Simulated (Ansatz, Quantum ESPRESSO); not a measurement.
# Ballistic transmission: vacuum gap of 4.5 Å between two Al(100) faces, part 2 of 4

Aim: the zero-bias transmission with pwcond for this junction: vacuum gap of 4.5 Å between two Al(100) faces.

Quantum ESPRESSO 7.5; plane-wave DFT, LDA, GBRV ultrasoft pseudopotentials; cross-check by Ansatz 0.2.0 with PAW datasets.

So far. Step 2 (Ground state): The run needed 17 iterations to bring the estimated error under 1e-07 Ry; the largest force on any atom, held or free, is 0.15 eV/Å.

### Step 3. Transmission with pwcond.x

Level of this step: transmission by pwcond, lead and junction from one cell; plane-wave DFT, LDA, GBRV ultrasoft pseudopotentials (Quantum ESPRESSO).

prefixt takes both regions from one run: the lead from 0 to bdl, the scattering region from bdl to bds (units of alat). ikind = 1 puts the same lead on both sides. The program's T_tot counts both spins in a run without spin; the tables below give T per spin.

cond.in

```
&inputcond
  outdir = './out'
  prefixt = 'scf'
  tran_file = 'cond.dat'
  bdl = 2.8284271247
  bds = 9.3534124719
  ikind = 1
  ewind = 4.0
  epsproj = 1e-05
  nz1 = 7
  energy0 = 0.4
  denergy = -0.4
/
21
  0.00000000 0.00000000 0.01000000
  0.00000000 0.10000000 0.04000000
  0.00000000 0.20000000 0.04000000
  0.00000000 0.30000000 0.04000000
  0.00000000 0.40000000 0.04000000
  0.00000000 0.50000000 0.02000000
  0.10000000 0.10000000 0.04000000
  0.10000000 0.20000000 0.08000000
  0.10000000 0.30000000 0.08000000
  0.10000000 0.40000000 0.08000000
  0.10000000 0.50000000 0.04000000
  0.20000000 0.20000000 0.04000000
  0.20000000 0.30000000 0.08000000
  0.20000000 0.40000000 0.08000000
  0.20000000 0.50000000 0.04000000
  0.30000000 0.30000000 0.04000000
  0.30000000 0.40000000 0.08000000
  0.30000000 0.50000000 0.04000000
  0.40000000 0.40000000 0.04000000
  0.40000000 0.50000000 0.04000000
  0.50000000 0.50000000 0.01000000
3
```

Started as:

```
OMP_NUM_THREADS=1 mpirun -n 2 pwcond.x -in cond.in > cond.out
```

Log:

```text
[banner, memory and clock lines left out]
Program PWCOND v.7.5 starts

          URL

     ./out/scf.save/

     IMPORTANT: XC functional enforced from input :
     Exchange-correlation= PZ
                           (   1   1   0   0   0   0   0)
     Any further DFT definition will be discarded
     Please, verify this is what you really want

     negative rho (up, down):  6.985E-06 0.000E+00
     Reading collected, re-writing distributed wavefunctions

===== INPUT FILE containing all the regions =====

     GEOMETRY:

     lattice parameter (alat)  =       5.3984  a.u.
     the volume                =    1471.5187 (a.u.)^3
     the cross section         =      29.1427 (a.u.)^2
     l of the unit cell        =       9.3534 (alat)
     number of atoms/cell      =           12
     number of atomic types    =            1

     crystal axes: (cart. coord. in units of alat)
               a(1) = (  1.0000  0.0000  0.0000 )
               a(2) = (  0.0000  1.0000  0.0000 )
               a(3) = (  0.0000  0.0000  9.3534 )

   Cartesian axes

     site n.     atom                  positions (alat units)
          1        Al     tau(  1)=(  0.0000  0.0000  9.3534  )
          2        Al     tau(  2)=(  0.5000  0.5000  0.7071  )
          3        Al     tau(  3)=(  0.0000  0.0000  1.4142  )
          4        Al     tau(  4)=(  0.5000  0.5000  2.1213  )
          5        Al     tau(  5)=(  0.0000  0.0000  2.8284  )
          6        Al     tau(  6)=(  0.5000  0.5000  3.5355  )
          7        Al     tau(  7)=(  0.0000  0.0000  5.1108  )
          8        Al     tau(  8)=(  0.5000  0.5000  5.8179  )
          9        Al     tau(  9)=(  0.0000  0.0000  6.5250  )
         10        Al     tau( 10)=(  0.5000  0.5000  7.2321  )
         11        Al     tau( 11)=(  0.0000  0.0000  7.9392  )
         12        Al     tau( 12)=(  0.5000  0.5000  8.6463  )

     nr1s                      =           24
     nr2s                      =           24
     nr3s                      =          216
     nr1sx                     =           24
     nr2sx                     =           24
     nr3sx                     =          216
     nr1                       =           25
     nr2                       =           25
     nr3                       =          240
     nr1x                      =           25
     nr2x                      =           25
     nr3x                      =          240

 _______________________________
  Radii of nonlocal spheres:

     type       ibeta     ang. mom.          radius (alat units)
       Al         1         0                    0.3554
       Al         2         1                    0.3554
       Al         3         2                    0.3554
----- General information -----

--- T calc. with identical leads (ikind=1) ---

     nrx                       =           24
     nry                       =           24
     nz1                       =            7

     energy0               =         4.0E-01
     denergy               =        -4.0E-01
     nenergy               =          3
     ecut2d                =         4.0E+01
     ewind                 =         4.0E+00
     epsproj               =         1.0E-05

     number of k_|| points=   21
                       cryst. coord.
        k(    1) = (   0.0000000   0.0000000), wk =   0.0100000
        k(    2) = (   0.0000000   0.1000000), wk =   0.0400000
        k(    3) = (   0.0000000   0.2000000), wk =   0.0400000
        k(    4) = (   0.0000000   0.3000000), wk =   0.0400000
        k(    5) = (   0.0000000   0.4000000), wk =   0.0400000
        k(    6) = (   0.0000000   0.5000000), wk =   0.0200000
        k(    7) = (   0.1000000   0.1000000), wk =   0.0400000
        k(    8) = (   0.1000000   0.2000000), wk =   0.0800000
        k(    9) = (   0.1000000   0.3000000), wk =   0.0800000
        k(   10) = (   0.1000000   0.4000000), wk =   0.0800000
        k(   11) = (   0.1000000   0.5000000), wk =   0.0400000
        k(   12) = (   0.2000000   0.2000000), wk =   0.0400000
        k(   13) = (   0.2000000   0.3000000), wk =   0.0800000
        k(   14) = (   0.2000000   0.4000000), wk =   0.0800000
        k(   15) = (   0.2000000   0.5000000), wk =   0.0400000
        k(   16) = (   0.3000000   0.3000000), wk =   0.0400000
        k(   17) = (   0.3000000   0.4000000), wk =   0.0800000
        k(   18) = (   0.3000000   0.5000000), wk =   0.0400000
        k(   19) = (   0.4000000   0.4000000), wk =   0.0400000
        k(   20) = (   0.4000000   0.5000000), wk =   0.0400000
        k(   21) = (   0.5000000   0.5000000), wk =   0.0100000
----- Information about left/right lead -----

     nocros                   =            9
     noins                    =           27
     norb                     =           45
     norbf                    =           81
     nrz                      =           65

      iorb      type   ibeta   ang. mom.   m       position (alat)
        1        1       1        0        1   taunew(   1)=(  0.0000  0.0000  0.0000)
        2        1       2        1        1   taunew(   2)=(  0.0000  0.0000  0.0000)
        3        1       2        1        2   taunew(   3)=(  0.0000  0.0000  0.0000)
        4        1       2        1        3   taunew(   4)=(  0.0000  0.0000  0.0000)
        5        1       3        2        1   taunew(   5)=(  0.0000  0.0000  0.0000)
        6        1       3        2        2   taunew(   6)=(  0.0000  0.0000  0.0000)
        7        1       3        2        3   taunew(   7)=(  0.0000  0.0000  0.0000)
        8        1       3        2        4   taunew(   8)=(  0.0000  0.0000  0.0000)
        9        1       3        2        5   taunew(   9)=(  0.0000  0.0000  0.0000)
       10        1       1        0        1   taunew(  10)=(  0.5000  0.5000  0.7071)
       11        1       2        1        1   taunew(  11)=(  0.5000  0.5000  0.7071)
       12        1       2        1        2   taunew(  12)=(  0.5000  0.5000  0.7071)
       13        1       2        1        3   taunew(  13)=(  0.5000  0.5000  0.7071)
       14        1       3        2        1   taunew(  14)=(  0.5000  0.5000  0.7071)
       15        1       3        2        2   taunew(  15)=(  0.5000  0.5000  0.7071)
       16        1       3        2        3   taunew(  16)=(  0.5000  0.5000  0.7071)
       17        1       3        2        4   taunew(  17)=(  0.5000  0.5000  0.7071)
       18        1       3        2        5   taunew(  18)=(  0.5000  0.5000  0.7071)
       19        1       1        0        1   taunew(  19)=(  0.0000  0.0000  1.4142)
       20        1       2        1        1   taunew(  20)=(  0.0000  0.0000  1.4142)
[...]
57        1       2        1        2   taunew(  57)=(  0.0000  0.0000  5.1108)
       58        1       2        1        3   taunew(  58)=(  0.0000  0.0000  5.1108)
       59        1       3        2        1   taunew(  59)=(  0.0000  0.0000  5.1108)
       60        1       3        2        2   taunew(  60)=(  0.0000  0.0000  5.1108)
       61        1       3        2        3   taunew(  61)=(  0.0000  0.0000  5.1108)
       62        1       3        2        4   taunew(  62)=(  0.0000  0.0000  5.1108)
       63        1       3        2        5   taunew(  63)=(  0.0000  0.0000  5.1108)
       64        1       1        0        1   taunew(  64)=(  0.5000  0.5000  5.8179)
       65        1       2        1        1   taunew(  65)=(  0.5000  0.5000  5.8179)
       66        1       2        1        2   taunew(  66)=(  0.5000  0.5000  5.8179)
       67        1       2        1        3   taunew(  67)=(  0.5000  0.5000  5.8179)
       68        1       3        2        1   taunew(  68)=(  0.5000  0.5000  5.8179)
       69        1       3        2        2   taunew(  69)=(  0.5000  0.5000  5.8179)
       70        1       3        2        3   taunew(  70)=(  0.5000  0.5000  5.8179)
       71        1       3        2        4   taunew(  71)=(  0.5000  0.5000  5.8179)
       72        1       3        2        5   taunew(  72)=(  0.5000  0.5000  5.8179)
       73        1       1        0        1   taunew(  73)=(  0.0000  0.0000  6.5250)
       74        1       2        1        1   taunew(  74)=(  0.0000  0.0000  6.5250)
       75        1       2        1        2   taunew(  75)=(  0.0000  0.0000  6.5250)
       76        1       2        1        3   taunew(  76)=(  0.0000  0.0000  6.5250)
       77        1       3        2        1   taunew(  77)=(  0.0000  0.0000  6.5250)
       78        1       3        2        2   taunew(  78)=(  0.0000  0.0000  6.5250)
       79        1       3        2        3   taunew(  79)=(  0.0000  0.0000  6.5250)
       80        1       3        2        4   taunew(  80)=(  0.0000  0.0000  6.5250)
       81        1       3        2        5   taunew(  81)=(  0.0000  0.0000  6.5250)
 ngper, shell number =           97          16
 ngper, n2d =           97          51
---  E-Ef =    0.4000000  k =    0.0000000   0.0000000
---  ie =          1  ik =          1
 Nchannels of the left tip =            1
 Right moving states:
   k1(2pi/a)   k2(2pi/a)   E-Ef (eV)
   0.2796077  -0.0000031   0.4000000
 Left moving states:
   k1(2pi/a)   k2(2pi/a)   E-Ef (eV)
  -0.2796077  -0.0000031   0.4000000

 to transmit
 Band j to band i transmissions and reflections:
    j         i     |T_ij|^2    |R_ij|^2

    1 -->     1     0.34942     0.65058
   Total T_j, R_j =    0.34942  0.65058

E-Ef(ev), T(x2 spins) =    0.4000000   0.6988478
---  E-Ef =    0.0000000  k =    0.0000000   0.0000000
---  ie =          2  ik =          1
 Nchannels of the left tip =            1
 Right moving states:
   k1(2pi/a)   k2(2pi/a)   E-Ef (eV)
   0.2364120  -0.0000032   0.0000000
 Left moving states:
   k1(2pi/a)   k2(2pi/a)   E-Ef (eV)
  -0.2364120  -0.0000032   0.0000000

 to transmit
 Band j to band i transmissions and reflections:
    j         i     |T_ij|^2    |R_ij|^2

    1 -->     1     0.27908     0.72092
   Total T_j, R_j =    0.27908  0.72092

E-Ef(ev), T(x2 spins) =    0.0000000   0.5581594
---  E-Ef =   -0.4000000  k =    0.0000000   0.0000000
---  ie =          3  ik =          1
 Nchannels of the left tip =            1
 Right moving states:
   k1(2pi/a)   k2(2pi/a)   E-Ef (eV)
   0.1917124  -0.0000032  -0.4000000
 Left moving states:
   k1(2pi/a)   k2(2pi/a)   E-Ef (eV)
  -0.1917124  -0.0000032  -0.4000000

 to transmit
 Band j to band i transmissions and reflections:
    j         i     |T_ij|^2    |R_ij|^2

    1 -->     1     0.21351     0.78649
   Total T_j, R_j =    0.21351  0.78649

E-Ef(ev), T(x2 spins) =   -0.4000000   0.4270107
 ngper, shell number =           95          49
 ngper, n2d =           95          53
[... further energies and points left out ...]
---  E-Ef =    0.4000000  k =    0.5000000   0.5000000
---  ie =          1  ik =         21
 Nchannels of the left tip =            2
 Right moving states:
   k1(2pi/a)   k2(2pi/a)   E-Ef (eV)
   0.2577356  -0.0000056   0.4000000
   0.2577356  -0.0000056   0.4000000
 Left moving states:
   k1(2pi/a)   k2(2pi/a)   E-Ef (eV)
  -0.2577356  -0.0000056   0.4000000
  -0.2577356  -0.0000056   0.4000000

 to transmit
 Band j to band i transmissions and reflections:
    j         i     |T_ij|^2    |R_ij|^2

    1 -->     1     0.00277     0.03234
    1 -->     2     0.00000     0.96488
   Total T_j, R_j =    0.00277  0.99723

    2 -->     1     0.00000     0.96488
    2 -->     2     0.00277     0.03234
   Total T_j, R_j =    0.00277  0.99723

E-Ef(ev), T(x2 spins) =    0.4000000   0.0110881
---  E-Ef =    0.0000000  k =    0.5000000   0.5000000
---  ie =          2  ik =         21
 Nchannels of the left tip =            4
 Right moving states:
   k1(2pi/a)   k2(2pi/a)   E-Ef (eV)
  -0.1187237   0.0000020   0.0000000
  -0.1240822  -0.0000089   0.0000000
   0.1791847  -0.0000058   0.0000000
   0.1791847  -0.0000058   0.0000000
 Left moving states:
   k1(2pi/a)   k2(2pi/a)   E-Ef (eV)
   0.1187237   0.0000020   0.0000000
   0.1240822  -0.0000089   0.0000000
  -0.1791847  -0.0000058   0.0000000
  -0.1791847  -0.0000058   0.0000000

 to transmit
 Band j to band i transmissions and reflections:
    j         i     |T_ij|^2    |R_ij|^2

    1 -->     1     0.00048     0.99952
    1 -->     2     0.00000     0.00000
    1 -->     3     0.00000     0.00000
    1 -->     4     0.00000     0.00000
   Total T_j, R_j =    0.00048  0.99952

    2 -->     1     0.00000     0.00000
    2 -->     2     0.00046     0.99954
    2 -->     3     0.00000     0.00000
    2 -->     4     0.00000     0.00000
   Total T_j, R_j =    0.00046  0.99954

    3 -->     1     0.00000     0.00000
    3 -->     2     0.00000     0.00000
    3 -->     3     0.00203     0.00908
    3 -->     4     0.00000     0.98889
   Total T_j, R_j =    0.00203  0.99797

    4 -->     1     0.00000     0.00000
    4 -->     2     0.00000     0.00000
    4 -->     3     0.00000     0.98889
    4 -->     4     0.00203     0.00908
   Total T_j, R_j =    0.00203  0.99797

E-Ef(ev), T(x2 spins) =    0.0000000   0.0099967
---  E-Ef =   -0.4000000  k =    0.5000000   0.5000000
---  ie =          3  ik =         21
 Nchannels of the left tip =            4
 Right moving states:
   k1(2pi/a)   k2(2pi/a)   E-Ef (eV)
   0.0950050  -0.0000060  -0.4000000
   0.0950050  -0.0000060  -0.4000000
  -0.2488673   0.0000020  -0.4000000
  -0.2524031  -0.0000087  -0.4000000
 Left moving states:
   k1(2pi/a)   k2(2pi/a)   E-Ef (eV)
  -0.0950050  -0.0000060  -0.4000000
  -0.0950050  -0.0000060  -0.4000000
   0.2488673   0.0000020  -0.4000000
   0.2524031  -0.0000087  -0.4000000

 to transmit
 Band j to band i transmissions and reflections:
    j         i     |T_ij|^2    |R_ij|^2

    1 -->     1     0.00148     0.04418
    1 -->     2     0.00000     0.95434
    1 -->     3     0.00000     0.00000
    1 -->     4     0.00000     0.00000
   Total T_j, R_j =    0.00148  0.99852

    2 -->     1     0.00000     0.95434
    2 -->     2     0.00148     0.04418
    2 -->     3     0.00000     0.00000
    2 -->     4     0.00000     0.00000
   Total T_j, R_j =    0.00148  0.99852

    3 -->     1     0.00000     0.00000
    3 -->     2     0.00000     0.00000
    3 -->     3     0.00059     0.99941
    3 -->     4     0.00000     0.00000
   Total T_j, R_j =    0.00059  0.99941

    4 -->     1     0.00000     0.00000
    4 -->     2     0.00000     0.00000
    4 -->     3     0.00000     0.00000
    4 -->     4     0.00057     0.99943
   Total T_j, R_j =    0.00057  0.99943

E-Ef(ev), T(x2 spins) =   -0.4000000   0.0082578
   T_tot     0.40000      0.31605E+00
   T_tot     0.00000      0.15030E+00
   T_tot    -0.40000      0.12514E+00

Note: The following floating-point exceptions are signalling: IEEE_UNDERFLOW_FLAG
Note: The following floating-point exceptions are signalling: IEEE_UNDERFLOW_FLAG
```

Run time: 76 s. Hardware: 2 MPI ranks of Arm Neoverse N1, shared host; peak memory 0.11 GiB; 2.5 min of CPU time.

Read from the output:

| Property | Result |
| --- | --- |
| lead channels at the Fermi level, one spin | 1.61 |
| transmission at the Fermi level, one spin | 0.07515 |
| conductance | 0.07515 G₀ |

Per spin; mean over the k mesh across the current. The open channels, zone mean by energy, zero at the Fermi level:

```tsv
energy (eV)	open channels, zone mean
-0.400	1.57
0.000	1.61
0.400	1.67
```

Per spin; mean over the k mesh across the current. Table of transmission, zone mean by energy, zero at the Fermi level:

```tsv
energy (eV)	transmission, zone mean
-0.400	0.0626
0.000	0.0751
0.400	0.158
```

At 0.000 eV; k in fractions of b1, b2. Transmission by k point:

```tsv
k1	k2	weight	t	channels
0	0	0.01	0.2791	1
0	0.1	0.04	0.2488	1
0	0.2	0.04	0.1466	1
0	0.3	0.04	0.001726	1
0	0.4	0.04	0.1442	1
0	0.5	0.02	0.08764	2
0.1	0.1	0.04	0.2195	1
0.1	0.2	0.08	0.1578	1
0.1	0.3	0.08	0.00127	1
0.1	0.4	0.08	0.01573	1
0.1	0.5	0.04	0.07811	2
0.2	0.2	0.04	0.05524	1
0.2	0.3	0.08	4.48e-4	1
0.2	0.4	0.08	0.1016	2
0.2	0.5	0.04	0.05462	2
0.3	0.3	0.04	0.08973	3
0.3	0.4	0.08	0.0539	2
0.3	0.5	0.04	0.02824	2
0.4	0.4	0.04	0.0248	3
0.4	0.5	0.04	0.01085	4
0.5	0.5	0.01	0.004998	4
```

The program's own clock; routines nest. Time by routine:

```tsv
routine	wall time (s)	calls
PWCOND	75.21	1
scatter_forw	60.79	126
local	9.55	21
compbs	3.81	63
compbs_2	3.19	63
init	0.38	1
poten	0.06	1
```

At no point does T exceed the number of channels.

[end of part 2 of 4]

[Logs are printed without paths, hosts, clocks, repeated set-up lines and the standing remarks that a program may print on its own settings, such as how far it seeks lower states.]

[Hosts, paths, dates, database ids (printed as entryN), source tags and the programs' standing remarks are cut or masked in the printed files.]

[Maps of the electrostatic potential energy from Ansatz leave out the sawtooth potential of an applied field or a dipole correction, so their vacuum need not be flat; planar profiles and work functions include it.]
